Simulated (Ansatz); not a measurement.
# Au wire along [111], 19 atoms a period: bands along the axis

What gap, if any, does the Au wire along [111], 19 atoms a period have, and how many channels would it open?

Program: Ansatz 0.2.0. Level of theory: DFT PBE, plane waves, PAW; relaxation of a wire's period; PAW set soft_1, in the first sound run; inputs show where later runs differ. Results are calculated unless marked as measured.

### Step 1. The starting structure

The cell holds 19 atoms: 19 Au. Its edges and angles: a = 12.683 Å, b = 13.593 Å, c = 7.205 Å, α = 90.0°, β = 90.0°, γ = 90.0°. Vacuum lies along a and b. The structure's axis is c.

### Step 2. The relaxed wire

Band widths follow the bond lengths, so the wire is relaxed first. The atoms and the third cell vector are free; the box across stays fixed as vacuum. A Fermi-Dirac smearing is set since the result may be a metal. The pressure printed is a third of the stress's trace over the whole box, vacuum included; only the stress along the axis is relaxed.

Contents of input.yaml:

```yaml
crystal:
  lattice:
    - [12.683, 0.0, 0.0]
    - [0.0, 13.593, 0.0]
    - [0.0, 0.0, 7.2053313595]
  atoms:
    - { symbol: Au, position: [0.268075376, 0.500009253, 0.0] }
    - { symbol: Au, position: [0.38404022, 0.687419636, 0.0] }
    - { symbol: Au, position: [0.500005063, 0.500009253, 0.0] }
    - { symbol: Au, position: [0.615969906, 0.687419636, 0.0] }
    - { symbol: Au, position: [0.268075376, 0.624949508, 0.333333333] }
    - { symbol: Au, position: [0.38404022, 0.437539125, 0.333333333] }
    - { symbol: Au, position: [0.500005063, 0.624949508, 0.333333333] }
    - { symbol: Au, position: [0.500005063, 0.250128743, 0.333333333] }
    - { symbol: Au, position: [0.615969906, 0.437539125, 0.333333333] }
    - { symbol: Au, position: [0.731934749, 0.624949508, 0.333333333] }
    - { symbol: Au, position: [0.268075376, 0.375068998, 0.666666667] }
    - { symbol: Au, position: [0.38404022, 0.562479381, 0.666666667] }
    - { symbol: Au, position: [0.500005063, 0.375068998, 0.666666667] }
    - { symbol: Au, position: [0.500005063, 0.749889763, 0.666666667] }
    - { symbol: Au, position: [0.615969906, 0.562479381, 0.666666667] }
    - { symbol: Au, position: [0.731934749, 0.375068998, 0.666666667] }
    - { symbol: Au, position: [0.38404022, 0.31259887, 0.0] }
    - { symbol: Au, position: [0.615969906, 0.31259887, 0.0] }
    - { symbol: Au, position: [0.731934749, 0.500009253, 0.0] }
kpoints:
  mp_grid: { grid: [1, 1, 12] }
scf:
  occupations: { method: fermi_dirac, width: 0.05 }
hamiltonian:
  xc: pbe
  pseudopotentials: { kind: paw, azcp: { folder: soft_1 } }
relax:
  cell: { fix: [a, b, alpha, beta, gamma] }
  max_steps: 45
  f_tol: 0.03
```

Started as:

```
> ansatz run input.yaml --threads 4 --pin off --max-ram 16384MiB --backend cpu --events-out ev --progress --plain --runs-dir out
```

Numbers of over 12 decimals in the logs are rounded to 6 here.

Log:

```text
Engine: ansatz 0.2.0, x86_64-unknown-linux-gnu
Pseudopotentials: kind: paw
Pseudopotential: Au, paw, valence charge 19, recommended cutoff 420 eV (normal), soft_1/Au.paw.azcp
Functional definition: PBE
  parameter kappa = 0.804
  parameter beta = 0.066725
  exchange = pbe_x(kappa = kappa, mu = beta*pi^2/3)
  correlation = pbe_c(beta = beta)
Crystal: 19 atoms, lattice volume = 1242.199 Å³
Basis set: ecut = 420 eV, 24219 PW (Γ), exchange–correlation on 180×192×100 points (8 copies of the dense FFT grid, shifted against one another)
Bands: 217, of which v1, the nominal top of the filled ones, is band 181 counted from 1 (180 counted from 0)
Symmetry: 4 space group operations
Space group: P2/m (ITA 10), of the structure as read, at distance tolerance 1.1e-4 Å
k-points: 7 of 12
Non-local potential: Au, projectors of the file, l = 0: 3, l = 1: 2, l = 2: 2, l = 3: 1
PAW form: soft (Blöchl's): semilocal exchange-correlation on the pseudo side does not see the compensation charge
PAW one-centre angular grid: Au, 590 points (default); XC on 64 Gauss nodes
Initial density: superposition of atomic densities (neutral atoms: chi_scale 0, normalization atom)
Initial wavefunctions: pseudopotential atomic-orbital guess
Functional: x = pbe(κ = 0.804, μ = 0.219515), c = pbe(β = 0.066725)
SCF iter   1: F=—  HF=-249864.398670 eV  |F-HF|=—  |Δ(HF+E_count)|=         —  Δρ=2.82e-2  dr2=1.23e1  ethr=3.10e-3  ⟨swp⟩=6.1  Hψ=5928  notcnv=0  defer=89
preconditioner: auto → LDOS  [metal: Δε(μ)=0.121 eV  Ē_g=6.874 eV  σ=0.050 eV  W_gap=0.44  n_scr=240 (ndim 8)  ℏωp=15.2 eV  f_vac=0.619  D(μ)=7.77/eV (n_scr^D=26)  β→1.0]
SCF iter   2: F=—  HF=-249864.850682 eV  |F-HF|=—  |Δ(HF+E_count)|=   4.52e-1  Δρ=3.02e-2  dr2=1.24e1  ethr=3.10e-3  ⟨swp⟩=3.0  Hψ=3215  notcnv=0  defer=172
SCF iter   3: F=—  HF=-249861.025047 eV  |F-HF|=—  |Δ(HF+E_count)|=    3.83e0  Δρ=2.40e-3  dr2=1.12e-1  ethr=3.10e-3  ⟨swp⟩=2.0  Hψ=2562  notcnv=0  defer=175
SCF iter   4: F=—  HF=-249861.009304 eV  |F-HF|=—  |Δ(HF+E_count)|=   1.57e-2  Δρ=1.22e-3  dr2=5.03e-2  ethr=3.11e-5  ⟨swp⟩=2.3  Hψ=2963  notcnv=0  defer=176
SCF iter   5: F=—  HF=-249861.002163 eV  |F-HF|=—  |Δ(HF+E_count)|=   7.14e-3  Δρ=3.42e-4  dr2=2.47e-3  ethr=1.39e-5  ⟨swp⟩=2.0  Hψ=2076  notcnv=0  defer=176
SCF iter   6: F=—  HF=-249861.002724 eV  |F-HF|=—  |Δ(HF+E_count)|=   5.61e-4  Δρ=1.13e-4  dr2=2.84e-4  ethr=6.84e-7  ⟨swp⟩=2.0  Hψ=2056  notcnv=0  defer=176
SCF iter   7: F=—  HF=-249861.002796 eV  |F-HF|=—  |Δ(HF+E_count)|=   7.20e-5  Δρ=2.80e-5  dr2=1.77e-5  ethr=7.87e-8  ⟨swp⟩=2.3  Hψ=2136  notcnv=0  defer=176
SCF iter   8: F=—  HF=-249861.002010 eV  |F-HF|=—  |Δ(HF+E_count)|=   7.87e-4  Δρ=1.22e-5  dr2=2.45e-6  ethr=4.90e-9  ⟨swp⟩=2.3  Hψ=2085  notcnv=0  defer=176
SCF iter   9: F=—  HF=-249861.002010 eV  |F-HF|=—  |Δ(HF+E_count)|=   5.99e-7  Δρ=3.81e-6  dr2=1.71e-7  ethr=6.79e-10  ⟨swp⟩=2.9  Hψ=2349  notcnv=0  defer=176
SCF iter  10: F=-249861.002010 eV  HF=-249861.002010 eV  |F-HF|=5.53e-9  |Δ(HF+E_count)|=   7.53e-8  Δρ=1.22e-6  dr2=1.76e-8  ethr=2.77e-11  ⟨swp⟩=4.9  Hψ=5201  notcnv=0
SCF 1 converged in 10 iterations: F = -249861.002010 eV  dr2 = 1.76e-8
  greatest PAW one-centre occupation: 1.000 electrons in one spin orbital (limit 2), on the Au atom at site 12 (counted from 0), in its partial waves of l = 0
relax step   1: F+E_penalty+E_count = -249861.00201026 eV  Δ(F+E_penalty+E_count) = +0.000e0 eV  max|allowed force component| = 1.008e0 eV/Å  Δτ_max = 0.0000 Å  P = -2.202 GPa  Ω = 1242.199 Å³  fix = [a, b, alpha, beta, gamma]  reactions: a -1.590, b -1.564 GPa; alpha +0.000 GPa/rad  (10 SCF iters, dr2 threshold 1.00e-7 eV, accepted)
Crystal: 19 atoms, lattice volume = 1181.636 Å³
Basis set: ecut = 420 eV, 23105 PW (Γ), exchange–correlation on 180×192×100 points (8 copies of the dense FFT grid, shifted against one another)
Initial density: handed on by an earlier stage of this run
Initial wavefunctions: those handed on with the density
iter 1 solved again at ethr=1.77e-4 eV; its pass at ethr=3.10e-3 eV (dr2=6.40e-1 eV) is discarded
SCF iter   1: F=—  HF=-249862.547259 eV  |F-HF|=—  |Δ(HF+E_count)|=         —  Δρ=6.98e-3  dr2=6.45e-1  ethr=1.77e-4  ⟨swp⟩=4.7  Hψ=7562  notcnv=0
preconditioner: auto → LDOS  [insulator: Δε(μ)=0.152 eV  Ē_g=7.740 eV  σ=0.050 eV  W_gap=0.60  n_scr=232 (ndim 8)  ℏωp=15.6 eV  f_vac=0.630  D(μ)=6.18/eV (n_scr^D=12)  ε∞_Penn≈5.1  β→1.0]
SCF iter   2: F=—  HF=-249862.594750 eV  |F-HF|=—  |Δ(HF+E_count)|=   4.75e-2  Δρ=6.44e-3  dr2=7.72e-1  ethr=1.77e-4  ⟨swp⟩=4.7  Hψ=3462  notcnv=0
SCF iter   3: F=—  HF=-249862.394076 eV  |F-HF|=—  |Δ(HF+E_count)|=   2.01e-1  Δρ=6.50e-4  dr2=7.27e-3  ethr=1.77e-4  ⟨swp⟩=2.4  Hψ=2538  notcnv=0  defer=174
SCF iter   4: F=—  HF=-249862.393679 eV  |F-HF|=—  |Δ(HF+E_count)|=   3.97e-4  Δρ=3.25e-4  dr2=2.45e-3  ethr=2.01e-6  ⟨swp⟩=3.0  Hψ=2772  notcnv=0  defer=174
SCF iter   5: F=—  HF=-249862.393200 eV  |F-HF|=—  |Δ(HF+E_count)|=   4.79e-4  Δρ=7.86e-5  dr2=5.60e-5  ethr=6.78e-7  ⟨swp⟩=2.0  Hψ=2076  notcnv=0  defer=174
SCF iter   6: F=—  HF=-249862.392305 eV  |F-HF|=—  |Δ(HF+E_count)|=   8.96e-4  Δρ=2.55e-5  dr2=8.90e-6  ethr=1.55e-8  ⟨swp⟩=2.4  Hψ=2563  notcnv=0  defer=174
SCF iter   7: F=-249862.392306 eV  HF=-249862.392306 eV  |F-HF|=2.47e-8  |Δ(HF+E_count)|=   1.61e-6  Δρ=6.39e-6  dr2=5.14e-7  ethr=5.26e-10  ⟨swp⟩=5.0  Hψ=5494  notcnv=0
SCF 2 converged in 7 iterations: F = -249862.392306 eV  dr2 = 5.14e-7
relax step   2: F+E_penalty+E_count = -249862.39230611 eV  Δ(F+E_penalty+E_count) = -1.390e0 eV  max|allowed force component| = 5.546e-1 eV/Å  Δτ_max = 0.1997 Å  P = +1.243 GPa  Ω = 1181.636 Å³  energy of the carried Pulay correction = +5.704e-3 eV  fix = [a, b, alpha, beta, gamma]  reactions: a +1.304, b +1.347 GPa; alpha -0.006 GPa/rad  (7 SCF iters, dr2 threshold 1.90e-6 eV, accepted)
Crystal: 19 atoms, lattice volume = 1190.176 Å³
Basis set: ecut = 420 eV, 23305 PW (Γ), exchange–correlation on 180×192×100 points (8 copies of the dense FFT grid, shifted against one another)
iter 1 solved again at ethr=6.25e-5 eV; its pass at ethr=3.10e-3 eV (dr2=2.26e-1 eV) is discarded
SCF iter   1: F=—  HF=-249862.728814 eV  |F-HF|=—  |Δ(HF+E_count)|=         —  Δρ=4.23e-3  dr2=2.57e-1  ethr=6.25e-5  ⟨swp⟩=3.7  Hψ=7352  notcnv=0  defer=1
preconditioner: auto → LDOS  [insulator: Δε(μ)=0.183 eV  Ē_g=7.665 eV  σ=0.050 eV  W_gap=0.69  n_scr=232 (ndim 8)  ℏωp=15.6 eV  f_vac=0.621  D(μ)=3.63/eV (n_scr^D=8)  ε∞_Penn≈5.1  β→1.0]
SCF iter   2: F=—  HF=-249862.819563 eV  |F-HF|=—  |Δ(HF+E_count)|=   9.07e-2  Δρ=3.79e-3  dr2=7.23e-1  ethr=6.25e-5  ⟨swp⟩=4.1  Hψ=3148  notcnv=0  recentre
SCF iter   3: F=—  HF=-249862.683163 eV  |F-HF|=—  |Δ(HF+E_count)|=   1.36e-1  Δρ=1.24e-3  dr2=1.79e-2  ethr=6.25e-5  ⟨swp⟩=2.9  Hψ=3131  notcnv=0  defer=27
SCF iter   4: F=—  HF=-249862.680746 eV  |F-HF|=—  |Δ(HF+E_count)|=   2.42e-3  Δρ=2.74e-4  dr2=1.36e-3  ethr=4.97e-6  ⟨swp⟩=2.0  Hψ=2421  notcnv=0  defer=34
SCF iter   5: F=—  HF=-249862.679554 eV  |F-HF|=—  |Δ(HF+E_count)|=   1.19e-3  Δρ=4.75e-5  dr2=2.72e-5  ethr=3.76e-7  ⟨swp⟩=2.1  Hψ=2337  notcnv=0  defer=34
SCF iter   6: F=—  HF=-249862.679553 eV  |F-HF|=—  |Δ(HF+E_count)|=   1.23e-6  Δρ=1.57e-5  dr2=3.49e-6  ethr=7.53e-9  ⟨swp⟩=3.0  Hψ=2963  notcnv=0  defer=34
SCF iter   7: F=-249862.679553 eV  HF=-249862.679553 eV  |F-HF|=4.64e-8  |Δ(HF+E_count)|=   1.32e-7  Δρ=4.98e-6  dr2=2.17e-7  ethr=5.26e-10  ⟨swp⟩=4.0  Hψ=4807  notcnv=0
SCF 3 converged in 7 iterations: F = -249862.679553 eV  dr2 = 2.17e-7
relax step   3: F+E_penalty+E_count = -249862.67955294 eV  Δ(F+E_penalty+E_count) = -2.872e-1 eV  max|allowed force component| = 9.154e-2 eV/Å  Δτ_max = 0.1260 Å  P = -0.276 GPa  Ω = 1190.176 Å³  energy of the carried Pulay correction = +4.870e-3 eV  fix = [a, b, alpha, beta, gamma]  reactions: a -0.282, b -0.242 GPa; alpha -0.002 GPa/rad  (7 SCF iters, dr2 threshold 1.90e-6 eV, accepted)
Crystal: 19 atoms, lattice volume = 1186.772 Å³
Basis set: ecut = 420 eV, 23217 PW (Γ), exchange–correlation on 180×192×100 points (8 copies of the dense FFT grid, shifted against one another)
iter 1 solved again at ethr=6.92e-7 eV; its pass at ethr=3.10e-3 eV (dr2=2.50e-3 eV) is discarded
SCF iter   1: F=—  HF=-249862.689045 eV  |F-HF|=—  |Δ(HF+E_count)|=         —  Δρ=3.95e-4  dr2=2.45e-3  ethr=6.92e-7  ⟨swp⟩=3.0  Hψ=6839  notcnv=0
preconditioner: auto → LDOS  [insulator: Δε(μ)=0.182 eV  Ē_g=7.667 eV  σ=0.050 eV  W_gap=0.69  n_scr=232 (ndim 8)  ℏωp=15.6 eV  f_vac=0.622  D(μ)=3.68/eV (n_scr^D=8)  ε∞_Penn≈5.1  β→1.0]
SCF iter   2: F=—  HF=-249862.689897 eV  |F-HF|=—  |Δ(HF+E_count)|=   8.53e-4  Δρ=4.62e-4  dr2=6.53e-3  ethr=6.80e-7  ⟨swp⟩=3.1  Hψ=3978  notcnv=0  recentre
SCF iter   3: F=—  HF=-249862.688569 eV  |F-HF|=—  |Δ(HF+E_count)|=   1.33e-3  Δρ=9.75e-5  dr2=1.35e-4  ethr=6.80e-7  ⟨swp⟩=2.0  Hψ=2445  notcnv=0
SCF iter   4: F=—  HF=-249862.687616 eV  |F-HF|=—  |Δ(HF+E_count)|=   9.53e-4  Δρ=2.36e-5  dr2=1.04e-5  ethr=3.73e-8  ⟨swp⟩=2.0  Hψ=2251  notcnv=0
SCF iter   5: F=-249862.687613 eV  HF=-249862.687613 eV  |F-HF|=1.11e-8  |Δ(HF+E_count)|=   2.59e-6  Δρ=4.29e-6  dr2=1.37e-7  ethr=1.45e-10  ⟨swp⟩=3.0  Hψ=6045  notcnv=0
SCF 4 converged in 5 iterations: F = -249862.687613 eV  dr2 = 1.37e-7
relax step   4: F+E_penalty+E_count = -249862.68761324 eV  Δ(F+E_penalty+E_count) = -8.060e-3 eV  max|allowed force component| = 1.381e-2 eV/Å  Δτ_max = 0.0113 Å  P = -0.024 GPa  Ω = 1186.772 Å³  energy of the carried Pulay correction = +5.201e-3 eV  fix = [a, b, alpha, beta, gamma]  reactions: a -0.075, b -0.034 GPa; alpha -0.001 GPa/rad  (5 SCF iters, dr2 threshold 5.24e-7 eV, accepted)
Basis set: ecut = 420 eV, 23217 PW (Γ), exchange–correlation on 180×192×96 points (8 copies of the dense FFT grid, shifted against one another)
Initial wavefunctions: pseudopotential atomic-orbital guess (no wavefunctions were taken with the density)
iter 1 solved again at ethr=7.09e-7 eV; its pass at ethr=3.10e-3 eV (dr2=2.56e-3 eV) is discarded
SCF iter   1: F=—  HF=-249862.681582 eV  |F-HF|=—  |Δ(HF+E_count)|=         —  Δρ=7.23e-5  dr2=1.02e-5  ethr=7.09e-7  ⟨swp⟩=4.7  Hψ=10265  notcnv=0
preconditioner: auto → LDOS  [insulator: Δε(μ)=0.186 eV  Ē_g=7.673 eV  σ=0.050 eV  W_gap=0.70  n_scr=232 (ndim 8)  ℏωp=15.6 eV  f_vac=0.622  D(μ)=3.64/eV (n_scr^D=8)  ε∞_Penn≈5.1  β→1.0]
SCF iter   2: F=—  HF=-249862.681840 eV  |F-HF|=—  |Δ(HF+E_count)|=   2.58e-4  Δρ=2.05e-5  dr2=3.73e-6  ethr=2.82e-9  ⟨swp⟩=3.0  Hψ=3478  notcnv=0
SCF iter   3: F=—  HF=-249862.681839 eV  |F-HF|=—  |Δ(HF+E_count)|=   9.50e-7  Δρ=1.06e-5  dr2=1.42e-6  ethr=1.03e-9  ⟨swp⟩=2.0  Hψ=2783  notcnv=0
SCF iter   4: F=—  HF=-249862.681839 eV  |F-HF|=—  |Δ(HF+E_count)|=   3.82e-7  Δρ=2.89e-6  dr2=9.86e-8  ethr=3.92e-10  ⟨swp⟩=2.6  Hψ=2197  notcnv=0
SCF iter   5: F=—  HF=-249862.681839 eV  |F-HF|=—  |Δ(HF+E_count)|=   2.66e-8  Δρ=7.37e-7  dr2=1.40e-8  ethr=2.73e-11  ⟨swp⟩=2.0  Hψ=2252  notcnv=0
SCF iter   6: F=—  HF=-249862.681839 eV  |F-HF|=—  |Δ(HF+E_count)|=   3.20e-9  Δρ=1.47e-7  dr2=2.11e-10  ethr=3.87e-12  ⟨swp⟩=2.1  Hψ=2512  notcnv=0
SCF iter   7: F=-249862.681839 eV  HF=-249862.681839 eV  |F-HF|=8.73e-11  |Δ(HF+E_count)|=  2.91e-11  Δρ=2.91e-8  dr2=2.34e-11  ethr=1.00e-12  ⟨swp⟩=4.6  Hψ=4802  notcnv=0
SCF 5 converged in 7 iterations: F = -249862.681839 eV  dr2 = 2.34e-11
relax step   5: F+E_penalty+E_count = -249862.68183864 eV  Δ(F+E_penalty+E_count) = +5.775e-3 eV  max|allowed force component| = 1.402e-2 eV/Å  Δτ_max = 0.0000 Å  P = -0.023 GPa  Ω = 1186.772 Å³  fix = [a, b, alpha, beta, gamma]  reactions: a -0.074, b -0.032 GPa; alpha -0.001 GPa/rad  stress off target by 3.62e-2 GPa on what of the cell is left free  SCF on the basis re-selected at this cell (its energy is not comparable with the rows above)  (7 SCF iters)
basis re-selected at this cell: Δ(F+E_penalty+E_count) = +5.775e-3 eV, ΔP = +0.001 GPa vs the last step (what re-selecting the basis moved, of the pressure what is left beyond the Pulay correction that the steps carried, after the strain that the cell walked since its last selection, with what the two solves' SCF thresholds leave and, on support functions, any second-order correction that the steps lacked; it is no measure of the basis error at this ecutwfc). The dense FFT grid was sized anew with the basis: this SCF ran on 90×96×48 points, the steps before it on 90×96×50, so part of this shift can come from that change (see relax.cell in the input reference). [rest of the remark cut]
SCF converged after 7 iterations
Free energy (F): -249862.681839 eV
Harris-Foulkes:  -249862.681839 eV  (|F-HF|=8.73e-11)
Internal energy: -249862.646080 eV  (E = F + TS)
E sigma→0 (E₀):  -249862.663959 eV
Entropy (-TS):   -0.035759 eV (-1.882 meV/atom)
Fermi energy:    1.837457 eV
--- Per-component energies (eV) ---
  E_band       = -10428.136411
  E_kinetic    = 10981.246478
  E_local      = -202915.503692  (includes V_loc(G=0)·N_el)
  E_nonlocal   = 1868.029375
  E_hartree    = 96062.939355
  E_xc         = -4071.728533
  E_vxc        = -4939.868310  (∫ρ·V_xc dr)
  E_paw        = -184910.896930  (= ΣΔE_a)
  E_vpaw       = -7547.951165  (= ΣTr[D̂ρ^β])
  E_aug_tail   = 0.030821  (compensation charges beyond the density's cutoff)
  E_ewald      = 33123.237047
  E_smearing   = -0.035759  (= −TS)
  E_closure    = -0.000000  (closes the sum)
  Σ components = -249862.681839   (vs F -249862.681839, Δ=0.00e0)
--- Forces (eV/Å), atoms counted from 1 ---
  atom   1  Au     0.00744550     0.00000000     0.00000000
  atom   2  Au     0.00321265    -0.00729353     0.00023547
  atom   3  Au     0.00000000     0.00000000     0.00000000
  atom   4  Au    -0.00321265    -0.00729353     0.00023547
  atom   5  Au    -0.00279312     0.00332903     0.01402469
  atom   6  Au     0.00925046     0.00505437    -0.00851515
  atom   7  Au     0.00000000    -0.01201385    -0.00808939
  atom   8  Au     0.00000000    -0.00340385     0.01241525
  atom   9  Au    -0.00925046     0.00505437    -0.00851515
  atom  10  Au     0.00279312     0.00332903     0.01402469
  atom  11  Au    -0.00279312    -0.00332903    -0.01402469
  atom  12  Au     0.00925046    -0.00505437     0.00851515
  atom  13  Au     0.00000000     0.01201385     0.00808939
  atom  14  Au     0.00000000     0.00340385    -0.01241525
  atom  15  Au    -0.00925046    -0.00505437     0.00851515
  atom  16  Au     0.00279312    -0.00332903    -0.01402469
  atom  17  Au     0.00321265     0.00729353    -0.00023547
  atom  18  Au    -0.00321265     0.00729353    -0.00023547
  atom  19  Au    -0.00744550     0.00000000     0.00000000
  max |Σ_I F_I| component: 5.01e-18 eV/Å
--- Stress (GPa, compression-positive) ---
       -0.074182       0.000000       0.000000
        0.000000      -0.032202       0.001252
        0.000000       0.001252       0.036156
  P = ⅓ Tr σ = -0.0234 GPa (-0.234 kbar)
--- Relaxed structure (4 steps of the walk, 4 accepted, 1 SCFs on fresh bases) ---
  F+E_penalty+E_count = -249862.68183864 eV   max|allowed force component| = 1.402e-2 eV/Å   (the final SCF, on the basis selected at the relaxed cell)
  cell:  # Å, volume = 1186.7717 Å³
    - [12.683, 0.0, 0.0]
    - [0.0, 13.593, 0]
    - [0.0, 0, 6.883826]
  atoms:
    - { symbol: Au, position: [0.270011, 0.500009, 0] }
    - { symbol: Au, position: [0.385138, 0.685519, 0.000274946] }
    - { symbol: Au, position: [0.500005, 0.500009, 0] }
    - { symbol: Au, position: [0.614872, 0.685519, 0.000274946] }
    - { symbol: Au, position: [0.277861, 0.619440, 0.317643] }
    - { symbol: Au, position: [0.371125, 0.430576, 0.339986] }
    - { symbol: Au, position: [0.500005, 0.638805, 0.340312] }
    - { symbol: Au, position: [0.500005, 0.260870, 0.317229] }
    - { symbol: Au, position: [0.628885, 0.430576, 0.339986] }
    - { symbol: Au, position: [0.722150, 0.619440, 0.317643] }
    - { symbol: Au, position: [0.277861, 0.380579, 0.682357] }
    - { symbol: Au, position: [0.371125, 0.569443, 0.660014] }
    - { symbol: Au, position: [0.500005, 0.361213, 0.659688] }
    - { symbol: Au, position: [0.500005, 0.739149, 0.682771] }
    - { symbol: Au, position: [0.628885, 0.569443, 0.660014] }
    - { symbol: Au, position: [0.722150, 0.380579, 0.682357] }
    - { symbol: Au, position: [0.385138, 0.314500, -0.000274946] }
    - { symbol: Au, position: [0.614872, 0.314500, -0.000274946] }
    - { symbol: Au, position: [0.729999, 0.500009, 0] }
```

It took 100 s on 4 threads of Intel Xeon Platinum 8488C (Sapphire Rapids), shared host; peak memory 4.7 GiB.

(Continued in part 2 of 2.)

[Logs are printed without paths, hosts, clocks, repeated set-up lines and the standing remarks that a program may print on its own settings, such as how far it seeks lower states.]

[Hosts, paths, dates, database ids (printed as entryN), source tags and the programs' standing remarks are cut or masked in the printed files.]
